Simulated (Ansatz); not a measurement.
# KAg, from a guessed structure to a relaxed one, part 2 of 2

Starting from a made-up structure for KAg, the aim is the relaxed cell, its shortest contacts and, where a second run follows, its electronic structure.

Ansatz 0.2.0; DFT, r2SCAN, plane-wave PAW, files of the set soft_1, scalar-relativistic, no spin, cell and ions relaxed at zero pressure; PAW set soft_1 (the session's first sound run).

So far: Starting point; Relaxation of the guess. The relaxed cell has a = 4.860, c = 12.059 Å (conventional setting).

**3. Electronic structure of the relaxed cell**

With the geometry fixed, one more self-consistent run, with a narrower smearing and the mesh shown in its input, gives the bands, and its pressure, and its forces where symmetry allows any, show how far the geometry depends on these settings.

This step: DFT, r2SCAN, plane-wave PAW, files of the set soft_1, scalar-relativistic, no spin, bands and density of states at the relaxed cell; PAW set soft_1 (Ansatz 0.2.0).

input.yaml reads:

```yaml
crystal:
  lattice:
    - [2.4301764854, 1.403063048, 4.0198332819]
    - [-2.4301764854, 1.403063048, 4.0198332819]
    - [0.0, -2.806126096, 4.0198332819]
  atoms:
    - { symbol: Ag, position: [0.0, 0.0, 0.0] }
    - { symbol: K, position: [0.5, 0.5, 0.5] }
kpoints:
  mp_grid: { grid: [8, 8, 8] }
  band_path:
    path:
      - [[0.0, 0.0, 0.0], [0.5, 0.0, 0.0], [0.5, 0.24788368, -0.24788368]]
      - [[0.75211632, 0.5, 0.24788368], [0.5, 0.5, 0.5], [0.0, 0.0, 0.0], [0.37394184, 0.0, -0.37394184]]
      - [[0.62605816, 0.37394184, 0.0], [0.5, 0.5, 0.0], [0.62605816, 0.62605816, 0.24788368], [0.5, 0.5, 0.5]]
      - [[0.5, 0.0, 0.0], [0.75211632, 0.37394184, 0.37394184]]
    npoints: 8
scf:
  occupations: { method: fermi_dirac, width: 0.03 }
  n_extra_bands: 6
hamiltonian:
  xc: r2scan
  pseudopotentials: { kind: paw, azcp: { folder: soft_1 } }
output:
  forces: true
  stress: true
  write_bands: true
  dos: { projected: true }
  write_density: true
  write_potential: true
  elf: true
  volumetric_format: npy
```

Launch:

```sh
$ ansatz run input.yaml --threads 4 --pin off --max-ram 8192MiB --backend cpu --events-out ev --progress --plain --runs-dir out
```

Numbers of over 12 decimals in the logs are rounded to 6 here.

What it wrote:

```text
[...]
Crystal: 2 atoms, lattice volume = 82.238 Å³
Basis set: ecut = 500 eV, 2085 PW (Γ), exchange–correlation on 144×144×144 points (64 copies of the dense FFT grid, shifted against one another)
Bands: 20, of which v1, the nominal top of the filled ones, is band 14 counted from 1 (13 counted from 0)
Symmetry: 12 space group operations
[...]
k-points: 65 of 512
[...]
SCF iter   1: F=—  HF=-9146.953855 eV  |F-HF|=—  |Δ(HF+E_count)|=         —  Δρ=5.63e-2  dr2=3.53e0  dr2_τ=6.20e-2  ethr=3.10e-3  ⟨swp⟩=6.6  Hψ=7027  notcnv=0
[...]
SCF iter   8: F=-9146.046854 eV  HF=-9146.046854 eV  |F-HF|=3.54e-8  |Δ(HF+E_count)|=   2.40e-8  Δρ=6.19e-6  dr2=4.40e-8  dr2_τ=2.04e-9  ethr=1.70e-10  ⟨swp⟩=5.3  Hψ=6581  notcnv=0
SCF 1 converged in 8 iterations: F = -9146.046854 eV  dr2 = 4.40e-8
[...]
NSCF: frozen V_eff on 76 k-points
SCF converged after 8 iterations
Free energy (F): -9146.046854 eV
[...]
Internal energy: -9146.046854 eV  (E = F + TS)
E sigma→0 (E₀):  -9146.046854 eV
Fermi energy:    4.194634 eV
[...]
--- Stress (GPa, compression-positive) ---
        0.019683       0.000000      -0.000000
       -0.000000       0.019683      -0.000000
        0.000000       0.000000      -0.026014
  P = ⅓ Tr σ = 0.0045 GPa (0.045 kbar)
--- Band table (eV; the first three rows and the last of 65) ---
  k-point 0: bands = [... 10 lower, 0.4568, 0.4653, 0.4653, 1.2728, 9.9842, 10.0701, 10.0701, 10.4162, ... 2 higher]
  k-point 1: bands = [... 10 lower, 0.4644, 0.4709, 0.4777, 1.4424, 8.7952, 9.4740, 9.5638, 10.4372, ... 2 higher]
  k-point 2: bands = [... 10 lower, 0.4694, 0.5067, 0.5136, 1.9403, 7.1157, 8.7253, 8.8046, 10.6134, ... 2 higher]
  k-point 64: bands = [... 10 lower, 0.4887, 0.5621, 0.5621, 3.2555, 4.7128, 8.1469, 8.1469, 11.2797, ... 2 higher]
```

It took 11 s on 4 threads of Arm Neoverse N1, shared host; peak memory 0.63 GiB; 43 s of CPU time.

Reading the cycles: dr2 is the Hartree energy of the density residual (eV), the measure of convergence; HF is the Harris–Foulkes estimate of the energy, which meets the free energy F at convergence.

This step gave:

| Quantity | Value |
| --- | --- |
| Fermi energy | 4.195 eV |
| pressure | 0.004451 GPa |

From bands.tsv. Electronic bands along the path, in eV, zero at the valence top; v1 is the highest filled band, c1 the lowest empty one:

```csv
point,v4,v3,v2,v1,c1,c2,c3,c4
Γ,-3.17,-3.17,-3.17,-2.36,6.35,6.44,6.44,6.79
halfway,-3.16,-3.12,-3.12,-1.69,3.48,5.09,5.17,6.98
L,-3.14,-3.07,-3.06,-0.32,1.12,4.41,4.49,7.55
halfway,-3.12,-3.10,-3.07,-0.18,1.63,3.42,4.30,7.09
B1,-3.14,-3.11,-3.04,0.00,2.60,2.61,3.47,7.37
jump to B,-3.14,-3.11,-3.04,0.00,2.60,2.61,3.47,7.37
halfway,-3.12,-3.11,-3.07,-0.23,1.62,3.43,4.37,7.09
Z,-3.14,-3.07,-3.07,-0.38,1.08,4.52,4.52,7.65
halfway,-3.16,-3.12,-3.12,-1.71,3.39,5.19,5.19,7.05
Γ,-3.17,-3.17,-3.17,-2.36,6.35,6.44,6.44,6.79
halfway,-3.13,-3.13,-3.11,-1.38,3.33,3.96,4.97,6.88
X,-3.12,-3.08,-3.06,-0.06,2.26,2.64,4.45,6.03
jump to Q,-3.12,-3.08,-3.06,-0.06,2.26,2.64,4.45,6.03
halfway,-3.13,-3.05,-3.05,-0.15,1.99,3.63,4.51,5.42
F,-3.14,-3.04,-3.04,-0.21,1.91,4.54,4.64,4.70
halfway,-3.13,-3.05,-3.04,-0.16,1.99,3.59,4.60,5.40
P1,-3.12,-3.08,-3.06,-0.08,2.24,2.63,4.54,6.01
halfway,-3.13,-3.10,-3.07,-0.26,1.49,3.57,4.53,6.96
Z,-3.14,-3.07,-3.07,-0.38,1.08,4.52,4.52,7.65
jump to L,-3.14,-3.07,-3.06,-0.32,1.12,4.41,4.49,7.55
halfway,-3.13,-3.10,-3.06,-0.22,1.51,3.52,4.51,6.94
P,-3.12,-3.08,-3.06,-0.08,2.24,2.63,4.54,6.01
```

States per cell as run, both spins, in windows of 1 eV, from dos.tsv (zero at the valence-band top): Near the top, bands beyond those computed are missing, so counts there can be too low.

| from | to | total |
| --- | --- | --- |
| -8 | -7 | 0.00 |
| -7 | -6 | 0.00 |
| -6 | -5 | 0.00 |
| -5 | -4 | 0.00 |
| -4 | -3 | 10.00 |
| -3 | -2 | 0.05 |
| -2 | -1 | 0.48 |
| -1 | 0 | 1.47 |
| 0 | 1 | 0.00 |
| 1 | 2 | 0.42 |
| 2 | 3 | 1.46 |
| 3 | 4 | 1.37 |
| 4 | 5 | 2.36 |
| 5 | 6 | 0.65 |

A further 16.0 states lie below the table's range.

Valence density in the ac plane of the cell as run, not the conventional one, at fractional y = 0.000, with atoms of Ag within 0.2 Å of it. It is the smooth field of the valence electrons, not physical close to the nuclei.

Ten steps, logarithmic in the rise over the least value, from '0' (0 e/Å³) to '9' (20 e/Å³), each cell a mean:
```
98631000000258
77631000000125
44421000000012
12211000000000
00000000000000
00000000000000
00000000000000
00000000000000
00000000000000
00000000001111
21000000001233
53100000002466
86310000002478
98520000001479
```
Columns run along a (4.9 Å), rows up along c (4.9 Å). Atoms in or near the plane, at fractional coordinates: Ag at (0.00, 0.00).

ELF in the ac plane of the cell as run, not the conventional one, at fractional y = 0.000, with atoms of Ag within 0.2 Å of it. It is the smooth field of the valence electrons, not physical close to the nuclei.

Ten even steps from '0' (0.02) to '9' (0.80), each cell a mean:
```
97533310133346
66533320013334
44433320002333
33333320000233
33333320000013
22333210000001
01111100000000
00000000122221
21000001233333
33200001333333
33320001333333
43332001333455
65333101233467
96433200233469
```
Columns run along a (4.9 Å), rows up along c (4.9 Å). Atoms in or near the plane, at fractional coordinates: Ag at (0.00, 0.00).

Electrostatic potential energy in the ac plane of the cell as run, not the conventional one, at fractional y = 0.000, with atoms of Ag within 0.2 Å of it. With pseudopotentials it is smooth inside the atoms' cores, unlike the true potential.

Values in eV, 14 rows by 14 columns, each cell a mean:
```
 -6 -15 -21  -6   5   7   7   7   7   7   6   0 -16 -19
-21 -22 -21  -7   4   7   7   7   7   7   7   5  -2 -16
-10 -15 -12  -3   5   7   7   7   7   7   7   7   5   0
  4   2   1   4   6   7   7   7   7   7   7   7   7   6
  7   6   6   6   7   7   7   7   7   7   7   7   7   7
  7   7   7   7   7   7   7   7   7   7   7   7   7   7
  7   7   7   7   7   7   7   7   7   7   7   7   7   7
  7   7   7   7   7   7   7   7   7   7   7   7   7   7
  7   7   7   7   7   7   7   7   7   7   7   7   7   7
  6   7   7   7   7   7   7   7   7   7   6   5   4   5
  1   5   7   7   7   7   7   7   7   6   4  -3  -7  -6
-16  -3   5   7   7   7   7   7   7   6   1 -12 -21 -21
-18 -18  -3   5   7   7   7   7   7   6   2 -15 -22 -15
  0 -18 -16   1   6   7   7   7   7   7   4 -10 -21  -6
```
Columns run along a (4.9 Å; values clipped at the 3rd and 97th percentile), rows up along c (4.9 Å). Atoms in or near the plane, at fractional coordinates: Ag at (0.00, 0.00).

**4. Outcome**

```
space group, relaxed : R-3m
conventional cell    : a = 4.860, b = 4.860, c = 12.059 Å; α = 90.0°, β = 90.0°, γ = 120.0°
volume per atom      : 41.12 Å³ (guess 43.70)
```

KAg relaxes to R-3m with a = 4.860, b = 4.860 and c = 12.059 Å. The guessed volume was 6 % too large. The space group R-3m was held in the relaxation, so the end point is a stationary structure within it and may be a saddle against distortions or other arrangements. It has an indirect Kohn–Sham gap of 1.08 eV, which semilocal functionals understate. On the 8×8×8 mesh with the narrower smearing (relaxed on 8×8×8) the forces vanish, as symmetry may demand, and the largest stress component is 0.026 GPa, within the relaxation's thresholds of 0.015 eV/Å and 0.05 GPa. The cutoff wasn't tested. A vector of the cell changed its length by 23 %, so the starting arrangement is largely lost and the mesh was laid for another shape. No dispersion term is used, so weakly bound directions may come out too long. The runs have no spin, and magnetism wasn't tested. Nothing here tests whether the compound is stable against decomposition.

[Logs are printed without paths, hosts, clocks, repeated set-up lines and the standing remarks that a program may print on its own settings, such as how far it seeks lower states.]

[Hosts, paths, dates, database ids (printed as entryN), source tags and the programs' standing remarks are cut or masked in the printed files.]
